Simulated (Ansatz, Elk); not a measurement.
# How far do independent atoms describe SiH2Rh?

Structure refinements treat a crystal as free atoms side by side. For a made-up structure of SiH2Rh (cell and positions from a PBE relaxation) the runs below show what the calculated density changes in F(hkl).

Program: Elk 11.2.3 (patched build). Level of theory: DFT, PBE, all-electron APW+lo, Dirac cores, scalar-relativistic bands, static density, no spin. Results are calculated unless marked as measured.

This account leaves out most program logs.

The structure was built from a prototype and need not be the compound's stable phase.

## 1. Set-up

Symmetry: P2/m, No. 10, monoclinic system. The conventional cell has a = 3.837 Å, b = 2.771 Å, c = 6.792 Å, α = 90.00°, β = 102.14°, γ = 90.00°. Nearest to Rh lie 4 H at 1.79 to 2.03 Å and 4 Si at 2.47 to 2.51 Å. Nearest to Si lie 3 H at 1.86 to 2.42 Å and 4 Rh at 2.47 to 2.51 Å and 1 Si at 2.48 Å. Nearest to H lie 4 Si at 1.86 Å. H has 4 Rh at 2.03 Å nearest. H has 2 H at 1.92 Å and 2 Rh at 2.01 Å nearest. H has 2 Rh at 1.79 Å nearest. Farther neighbours are not listed.

## 2. Ground state and structure factors

An all-electron density is needed, since X-rays see the cores too. Task 0 finds the density and task 195 Fourier-transforms it; tshift is off so that phases refer to the origin typed.

The input, elk.in:

```
tasks
  0
  195

xctype
  20

spinpol
  .false.

rgkmax
  7.0

gmaxvr
  14.0

lmaxo
  7

lmaxapw
  8

swidth
  0.002

tshift
  .false.

ramdisk
  .false.

hmaxvr
  5.5

maxscl
  120

epspot
  1e-06

sppath
  './'

avec
  7.13114354585 0.00000000000 -1.31020204450
  0.00000000000 5.23679373907 0.00000000000
  -2.20912782563 0.00000000000 13.16396551680

atoms
  3
  'Rh.in'
  2
  0.8060268548 0.0000000000 0.1977388066   0.000000 0.000000 0.000000
  0.1939731452 -0.0000000000 0.8022611934   0.000000 0.000000 0.000000
  'Si.in'
  2
  0.3722310211 0.5000000000 0.3130084534   0.000000 0.000000 0.000000
  0.6277689789 0.5000000000 0.6869915466   0.000000 0.000000 0.000000
  'H.in'
  4
  0.5000000000 -0.0000000000 0.5000000000   0.000000 0.000000 0.000000
  0.5000000000 0.5000000000 -0.0000000000   0.000000 0.000000 0.000000
  0.0000000000 0.0000000000 0.5000000000   0.000000 0.000000 0.000000
  -0.0000000000 -0.0000000000 0.0000000000   0.000000 0.000000 0.000000

ngridk
  6 8 4
```

Launch:

```bash
OMP_NUM_THREADS=4 elk
```

The job ended after 2.9 min (4 threads of AMD EPYC 7R13 (Zen 3), shared host; peak memory 0.22 GiB; 11 min of CPU time).

SFACRHO.OUT:

```text

h k l indices transformed by vhmat matrix:
   1.000000000       0.000000000       0.000000000    
   0.000000000       1.000000000       0.000000000    
   0.000000000       0.000000000       1.000000000    

      h      k      l  multipl.   |H|            Re(F)            Im(F)           |F|

      0      0      0      1   0.0000000       122.00000      0.65588157E-16   122.00000    
      0      0     -1      2  0.50072995       17.830456     -0.49733716E-14   17.830456    
      1      0     -1      2  0.88640476      -41.091954      0.36287454E-14   41.091954    
     -1      0      0      2  0.92183423       11.927925     -0.15645218E-15   11.927925    
      0      0     -2      2   1.0014599      -74.250661      0.33883441E-14   74.250661    
     -1      0      2      2   1.1059428      -64.808614     -0.83290965E-14   64.808614    
     -1      0     -1      2   1.1896656       66.483222     -0.97286986E-14   66.483222    
      0     -1      0      2   1.1998153       55.177593     -0.10727395E-13   55.177593    
      0      1      1      4   1.3001105       29.822821      0.94493554E-16   29.822821    
      1      0     -3      2   1.4703627     -0.78844957     -0.17269959E-13  0.78844957    
     -1      1      1      4   1.4917339      -69.836480      0.91198529E-14   69.836480    
      0      0     -3      2   1.5021899      -40.215048      0.40876057E-13   40.215048    
     -1      1      0      4   1.5130549       37.304689     -0.13402506E-13   37.304689    
      0     -1     -2      4   1.5628432      -40.131987      0.18179706E-13   40.131987    
     -1      0     -2      2   1.5755288       38.228136      0.76194385E-15   38.228136    
      1     -1     -2      4   1.6317678      -55.093521      0.11674693E-13   55.093521    
     -1     -1     -1      4   1.6896334       73.307526     -0.30032340E-14   73.307526    
      2      0     -1      2   1.7378875      -71.409766     -0.55315654E-14   71.409766
```

Elk indexes on the primitive cell of elk.in and gives |H| = 4π sin θ/λ in inverse bohr. Below, one row stands for each form hkl of the conventional cell (m members, Friedel mates merged), F is for one primitive cell and the density is static (no thermal factor). Free-atom factors are Waasmaier and Kirfel's, and R is Σm||F|−|F'||/Σm|F|.

```
   hkl  m  sin θ/λ (Å⁻¹)  abs F, DFT  neutral atoms   diff.
   001  2          0.075      17.831         17.884  -0.053
   100  2          0.133      41.092         41.294  -0.202
1 0 -1  2          0.139      11.928         11.995  -0.068
   002  2          0.151      74.251         74.298  -0.048
   101  2          0.166      64.809         64.903  -0.094
1 0 -2  2          0.179      66.483         66.623  -0.140
   010  2          0.180      55.178         55.407  -0.230
   011  4          0.196      29.823         29.983  -0.160
   102  2          0.221       0.788          0.840  -0.051
   110  4          0.224      69.837         70.335  -0.498
   003  2          0.226      40.215         40.557  -0.342
1 1 -1  4          0.228      37.305         37.384  -0.080
   012  4          0.235      40.132         40.466  -0.334
1 0 -3  2          0.237      38.228         38.491  -0.263
   111  4          0.245      55.093         55.575  -0.482
1 1 -2  4          0.254      73.308         73.716  -0.409
2 0 -1  2          0.261      71.410         71.888  -0.479
   200  2          0.267      27.500         27.457  +0.043
2 0 -2  2          0.277      47.313         47.932  -0.620
   112  4          0.285      30.338         30.440  -0.102
   103  2          0.285      74.339         74.760  -0.421
   013  4          0.289      67.794         68.070  -0.276
```

## 3. The highest occupied states alone

An energy window below the Fermi level keeps the highest occupied states, to see at which angles they scatter; shallow core shells can lie inside it and anion s states outside. No new self-consistency is needed.

Changes to elk.in since step 2:

```diff
@@ -1,3 +1,2 @@
 tasks
-  0
   195
@@ -40,2 +39,5 @@
 
+wsfac
+  -0.088380 0.652610
+
 sppath
```

Launch:

```bash
OMP_NUM_THREADS=4 elk
```

Wall time 7.5 s (4 threads); peak memory 0.16 GiB.

States within 12 eV below the Fermi level hold 29.33 electrons; any levels below the window count with the cores, and a count that is not whole means the window cuts a band. Their amplitudes can exceed the total, where window and core parts have opposite phase:

```
   hkl  sin θ/λ (Å⁻¹)  abs F, window  abs F, all
   001          0.075          2.978      17.831
   100          0.133          5.948      41.092
1 0 -1          0.139          1.939      11.928
   002          0.151          7.258      74.251
   101          0.166          7.505      64.809
1 0 -2          0.179          7.472      66.483
   010          0.180          7.559      55.178
   011          0.196          1.690      29.823
   102          0.221          0.847       0.788
   110          0.224          3.735      69.837
```

## 4. Another functional

The difference from free atoms is small, so it is set against the change that LDA (Perdew-Wang) makes.

Changes to elk.in since step 3:

```diff
@@ -1,2 +1,3 @@
 tasks
+  0
   195
@@ -4,3 +5,3 @@
 xctype
-  20
+  3
 
@@ -39,5 +40,2 @@
 
-wsfac
-  -0.088380 0.652610
-
 sppath
```

Launch:

```bash
OMP_NUM_THREADS=4 elk
```

The job ended after 84 s (4 threads; peak memory 0.2 GiB; 5.4 min of CPU time).

Against the first run R = 0.06 %; the largest change is -0.065 at 004.

## 5. Basis size

The basis and the expansions that go with it are enlarged, to see whether the differences are converged.

Changes to elk.in since step 4:

```diff
@@ -5,3 +5,3 @@
 xctype
-  3
+  20
 
@@ -11,12 +11,12 @@
 rgkmax
-  7.0
+  8.5
 
 gmaxvr
-  14.0
+  18.0
 
 lmaxo
-  7
+  9
 
 lmaxapw
-  8
+  10
```

Launch:

```bash
OMP_NUM_THREADS=4 elk
```

It took 7 min on 4 threads; peak memory 0.5 GiB.

Against the first run R = 0.00 %; the largest change is -0.004 at 322.

## 6. Settings against the effect

```
                              run  R against the first run (%)  R against neutral atoms, low angle (%)  wall time
                    PBE, rgkmax 7                         0.00                                    0.56    2.9 min
                LDA (Perdew-Wang)                         0.06                                    0.57       84 s
rgkmax 8.5 with larger expansions                         0.00                                    0.56      7 min
```

## 7. What came out

| Item | Value |
| --- | --- |
| R against neutral atoms, sin θ/λ < 0.3 Å⁻¹ | 0.56 % |
| R against neutral atoms, 0.3 to 0.58 Å⁻¹ | 0.32 % |

**Reading.** Independent neutral atoms miss the calculated amplitudes by R = 0.56 % below 0.3 Å⁻¹ and 0.32 % from there to 0.58 Å⁻¹; by shells, 0.46 % below 0.15 Å⁻¹ (3 forms), 0.57 % 0.15 to 0.3 (21 forms), 0.35 % 0.3 to 0.45 (48 forms), 0.30 % above 0.45 (77 forms). Bonding, aspherical density and the tables' own atoms all enter these figures, and the runs don't part them. The largest change of an amplitude is -0.62 electrons, at 2 0 -2. The window's part falls from 29.3 electrons at the origin to at most 0.43 between 0.45 and 0.58 Å⁻¹. Below 0.3 Å⁻¹ the changes that finished (LDA (Perdew-Wang) and rgkmax 8.5 with larger expansions) move F by R = 0.06 % at most, against the 0.56 % that separates it from free atoms. The k-mesh has no finished test. These runs have no spin, though d or f shells may be open. Part of the difference isn't bonding: the tables are fits to free atoms and ions calculated by other methods than this functional. Thermal motion, anomalous dispersion and extinction are left out.

[Logs are printed without paths, hosts, clocks, repeated set-up lines and the standing remarks that a program may print on its own settings, such as how far it seeks lower states.]

[Hosts, paths, dates, database ids (printed as entryN), source tags and the programs' standing remarks are cut or masked in the printed files.]
